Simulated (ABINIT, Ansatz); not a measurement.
**How the form of the self-energy moves the gap of InGaN2 (P3m1)**

Wanted: the gap of InGaN2 (P3m1) under several approximations, with cost.

Calculated with ABINIT 10.8.3; LDA and many-body steps on it, plane waves.

This is a report of a sequence of runs, with most program output left out.

### Step 1. Set-up

Symmetry: P3m1, No. 156, trigonal system. Conventional cell: a = 3.399 Å, b = 3.399 Å, c = 5.552 Å, α = 90.00°, β = 90.00°, γ = 120.00°. Nearest to In lie 4 N at 2.13 to 2.20 Å. Ga has 4 N at 1.94 to 2.05 Å nearest. N has 1 Ga at 1.94 Å and 3 In at 2.13 Å nearest. N has 3 Ga at 2.05 Å and 1 In at 2.20 Å nearest. Farther neighbours and most contacts between anions are not listed.

Coordinates:

```cif
data_structure
_symmetry_space_group_name_H-M 'P3m1'
_symmetry_Int_Tables_number 156
_cell_length_a 3.3993
_cell_length_b 3.3993
_cell_length_c 5.5516
_cell_angle_alpha 90.000
_cell_angle_beta 90.000
_cell_angle_gamma 120.000
_cell_volume 55.56
loop_
_atom_site_label
_atom_site_type_symbol
_atom_site_symmetry_multiplicity
_atom_site_Wyckoff_symbol
_atom_site_fract_x
_atom_site_fract_y
_atom_site_fract_z
_atom_site_occupancy
In1 In 1 a 0.00000 0.00000 0.99840 1
Ga1 Ga 1 c 0.66667 0.33333 0.49536 1
N1 N 1 c 0.66667 0.33333 0.14562 1
N2 N 1 a 0.00000 0.00000 0.60222 1
```

The cell and positions are those that the Materials Project relaxed with its own functionals (PBE, PBE+U or r2SCAN), kept fixed.

### Step 2. Empty states on the mesh, 3×3×2 mesh, 209 bands

This step: ABINIT 10.8.3; DFT, LDA, plane waves, norm-conserving pseudopotentials.

The sums over transitions need many empty states on a uniform mesh; this step solves for them.

run.abi

```
acell 3*1.0 Angstrom
rprim 
  3.399288205422 -0.000000000005 0.000000000000
  -1.699644102707 2.943869940683 0.000000000000
  0.000000000000 0.000000000000 5.551613000000
ntypat 3
znucl 49 31 7
natom 4
typat 1 2 3 3
xred 
  0.000000000000 0.000000000000 0.998402000000
  0.666666666667 0.333333333333 0.495356000000
  0.666666666667 0.333333333333 0.145617000000
  0.000000000000 0.000000000000 0.602224000000
pp_dirpath "pseudos"
pseudos "In.upf, Ga.upf, N.upf"
ecut 45
ngkpt 3 3 2
nshiftk 1
shiftk 0 0 0
kptopt 1
chksymbreak 0
iscf -2
irdden 1
istwfk *1
nband 209
nbdbuf 18
tolwfr 1e-09
nstep 60
prtvol 0
indata_prefix "in"
outdata_prefix "out"
tmpdata_prefix "tmp"
```

Launch:

```sh
$ OMP_NUM_THREADS=1 mpirun -n 4 abinit run.abi > log
```

Run time: 2.5 min. Hardware: 4 MPI ranks of Arm Neoverse N1, shared host; peak memory 0.41 GiB; 10 min of CPU time.

Numbers from this step:

| Quantity | Value |
| --- | --- |
| gap | 0.2351 eV |
| k of the valence top | 0, 0, 0 |
| k of the conduction bottom | 0, 0, 0 |
| least direct gap | 0.2351 eV |
| k points computed | 6 |
| lowest point of the top converged band, above the valence top | 107.9593 eV |

On this mesh the gap is 0.235 eV.

The density comes from a self-consistent run that is not shown.

### Step 3. Screening, 3×3×2 mesh, 93 bands, screening to 141.5 eV

The RPA dielectric matrix is built and inverted for each q.

This step: RPA screening on LDA, plane waves, norm-conserving pseudopotentials.

run.abi: that of step 2 with these lines changed.

```diff
@@ -22,10 +22,11 @@
 chksymbreak 0
-iscf -2
-irdden 1
 istwfk *1
-nband 209
-nbdbuf 18
-tolwfr 1e-09
-nstep 60
-prtvol 0
+occopt 1
+irdwfk 1
+optdriver 3
+nband 93
+ecuteps 5.2
+inclvkb 2
+awtr 1
+symchi 1
 indata_prefix "in"
```

It took 40 s on 4 MPI ranks; peak memory 0.85 GiB.

This step gave:

```
ε∞ with local fields, on this mesh, along the program's q direction : 730.1
the same without local fields                                       : 947.9
plasma frequency                                                    : 35.92 eV
plane waves in the screening matrix                                 : 233
```

Local fields lower ε∞ by 23 %. The value itself is an artefact of the mesh, where one narrow direct gap carries too much weight.

### Step 4. G0W0, Godby-Needs plasmon pole

The self-energy is evaluated for the states that the input lists, and the levels follow from it, in one-shot runs by the linearised quasiparticle equation.

This step: G0W0 on LDA, plane waves, norm-conserving pseudopotentials.

run.abi: that of step 3 with these lines changed.

```diff
@@ -25,8 +25,15 @@
 irdwfk 1
-optdriver 3
+optdriver 4
 nband 93
+gwcalctyp 0
+ecutsigx 45
+symsigma 1
+nkptgw 1
+kptgw 
+  0.0000000000 0.0000000000 0.0000000000
+bdgw 
+  25 28
 ecuteps 5.2
-inclvkb 2
-awtr 1
-symchi 1
+irdscr 1
+ppmodel 1
 indata_prefix "in"
```

It took 8.8 s on 4 MPI ranks; peak memory 0.68 GiB.

Numbers from this step:

```yaml
g0w0_gap_on_the_points_computed: 0.7250 eV
starting_gap_on_the_mesh: 0.2351 eV
k_of_the_valence_top: 0, 0, 0
k_of_the_conduction_bottom: 0, 0, 0
z_at_the_valence_top: 0.775
z_at_the_conduction_bottom: 0.806
least_direct_g0w0_gap_on_the_computed_points: 0.7250 eV
```

The gap on the mesh goes from 0.24 eV to 0.72 eV, a correction of +0.49 eV.

### Step 5. G0W0, Hybertsen-Louie plasmon pole

run.abi: that of step 4 with these lines changed.

```diff
@@ -37,3 +37,3 @@
 irdscr 1
-ppmodel 1
+ppmodel 2
 indata_prefix "in"
```

Run time: 8.7 s. Hardware: 4 MPI ranks; peak memory 0.66 GiB; 35 s of CPU time.

Numbers from this step:

```yaml
g0w0_gap_on_the_points_computed: 0.734 eV
starting_gap_on_the_mesh: 0.2351 eV
k_of_the_valence_top: 0, 0, 0
k_of_the_conduction_bottom: 0, 0, 0
z_at_the_valence_top: 0.868
z_at_the_conduction_bottom: 0.876
least_direct_g0w0_gap_on_the_computed_points: 0.734 eV
```

Against G0W0 in ABINIT (3×3×2 mesh, 93 bands, screening to 141.5 eV, Godby-Needs plasmon pole), the gap moves by +0.009 eV.

### Step 6. G0W0, Engel-Farid plasmon pole

run.abi: that of step 5 with these lines changed.

```diff
@@ -37,3 +37,3 @@
 irdscr 1
-ppmodel 2
+ppmodel 4
 indata_prefix "in"
```

Run time: 7.7 s. Hardware: 4 MPI ranks; peak memory 0.62 GiB; 30 s of CPU time.

This step gave:

```yaml
g0w0_gap_on_the_points_computed: 0.6720 eV
starting_gap_on_the_mesh: 0.2351 eV
k_of_the_valence_top: 0, 0, 0
k_of_the_conduction_bottom: 0, 0, 0
least_direct_g0w0_gap_on_the_computed_points: 0.6720 eV
```

Against G0W0 in ABINIT (3×3×2 mesh, 93 bands, screening to 141.5 eV, Godby-Needs plasmon pole), the gap moves by −0.053 eV.

### Step 7. One-shot Hartree-Fock

This step: one-shot Hartree-Fock on LDA, plane waves, norm-conserving pseudopotentials.

run.abi: that of step 6 with these lines changed.

```diff
@@ -26,4 +26,4 @@
 optdriver 4
-nband 93
-gwcalctyp 0
+nband 30
+gwcalctyp 5
 ecutsigx 45
@@ -35,5 +35,4 @@
   25 28
-ecuteps 5.2
-irdscr 1
-ppmodel 4
+ixc_sigma 40
+fftgw 31
 indata_prefix "in"
```

Wall time 5.9 s (4 MPI ranks); peak memory 0.19 GiB; 23 s of CPU time.

Numbers from this step:

```yaml
quasiparticle_gap_on_the_points_computed: 7.853 eV
starting_gap_on_the_mesh: 0.2351 eV
k_of_the_valence_top: 0, 0, 0
k_of_the_conduction_bottom: 0, 0, 0
least_direct_quasiparticle_gap_on_the_computed_points: 7.853 eV
```

Against G0W0 in ABINIT (3×3×2 mesh, 93 bands, screening to 141.5 eV, Godby-Needs plasmon pole), the gap moves by +7.128 eV.

### Step 8. Side by side

Times are wall times on 4 MPI ranks of Arm Neoverse N1, shared host, good to a factor of about two. A run's time includes the screening step that it read.

| run | mesh | bands | screening cutoff (eV) | DFT gap (eV) | gap on the mesh (eV) | direct (eV) | ε∞ used | time |
| --- | --- | --- | --- | --- | --- | --- | --- | --- |
| G0W0, Godby-Needs plasmon pole | 3×3×2 | 93 | 141.5 | 0.235 | 0.725 | 0.725 | 730.13 | 49 s |
| G0W0, Hybertsen-Louie plasmon pole | 3×3×2 | 93 | 141.5 | 0.235 | 0.734 | 0.734 | 730.13 | 49 s |
| G0W0, Engel-Farid plasmon pole | 3×3×2 | 93 | 141.5 | 0.235 | 0.672 | 0.672 | 730.13 | 48 s |
| one-shot Hartree-Fock | 3×3×2 | - | - | 0.235 | 7.853 | 7.853 | - | 5.9 s |

### Step 9. Outcome

```json
{"G0W0, Godby-Needs plasmon pole": "0.725 eV", "G0W0, Hybertsen-Louie plasmon pole": "0.734 eV", "G0W0, Engel-Farid plasmon pole": "0.672 eV", "one-shot Hartree-Fock": "7.853 eV", "known limits": "not at the basis limit; screening runs away on this mesh; no spin-orbit coupling; coarse k mesh"}
```

What this shows: G0W0, Hybertsen-Louie plasmon pole: +0.009 eV against G0W0, Godby-Needs plasmon pole. G0W0, Engel-Farid plasmon pole: −0.053 eV against G0W0, Godby-Needs plasmon pole. One-shot Hartree-Fock: +7.128 eV against G0W0, Godby-Needs plasmon pole. Bare exchange alone opens the gap to 7.85 eV; against G0W0, correlation takes back 7.13 eV. Bands and cutoff are finite, so the gap is not at the basis limit. The miss can reach some tenths of an eV and take either sign; the mesh is an error of its own. In the G0W0 runs levels were corrected at 1 k point alone, so a gap called «on the mesh» is the least over those, and an edge elsewhere would be missed. The 3×3×2 mesh is coarse for this cell, which bears on the long-range parts of exchange and screening. For the LDA start: On this mesh the RPA ε∞ passes 90, more than nearly any semiconductor shows; a coarse mesh does this where one point with a narrow direct gap carries much weight. The screening is then too strong, and the G0W0 gap should not be taken as the material's. The many-body steps are scalar-relativistic: spin-orbit coupling is not in them.

[Paths, hosts, dates, memory and timing lines, banners, echoed tables and standing remarks are left out of the program output.]

[Logs are printed without paths, hosts, clocks, repeated set-up lines and the standing remarks that a program may print on its own settings, such as how far it seeks lower states.]

[Runs of the session that timed out or met a known fault of the program may be left out.]

[Hosts, paths, dates, database ids (printed as entryN), source tags and the programs' standing remarks are cut or masked in the printed files.]

[G0W0 gaps are taken among the corrected bands and points alone; a level outside them can change the order at an edge.]

[Where Ansatz stands beside ABINIT at settings called matched, ABINIT's density can come from a denser mesh and the files from another edition; pairs whose starting gaps differed by over 0.03 eV were left out, so agreement reads better than it is.]
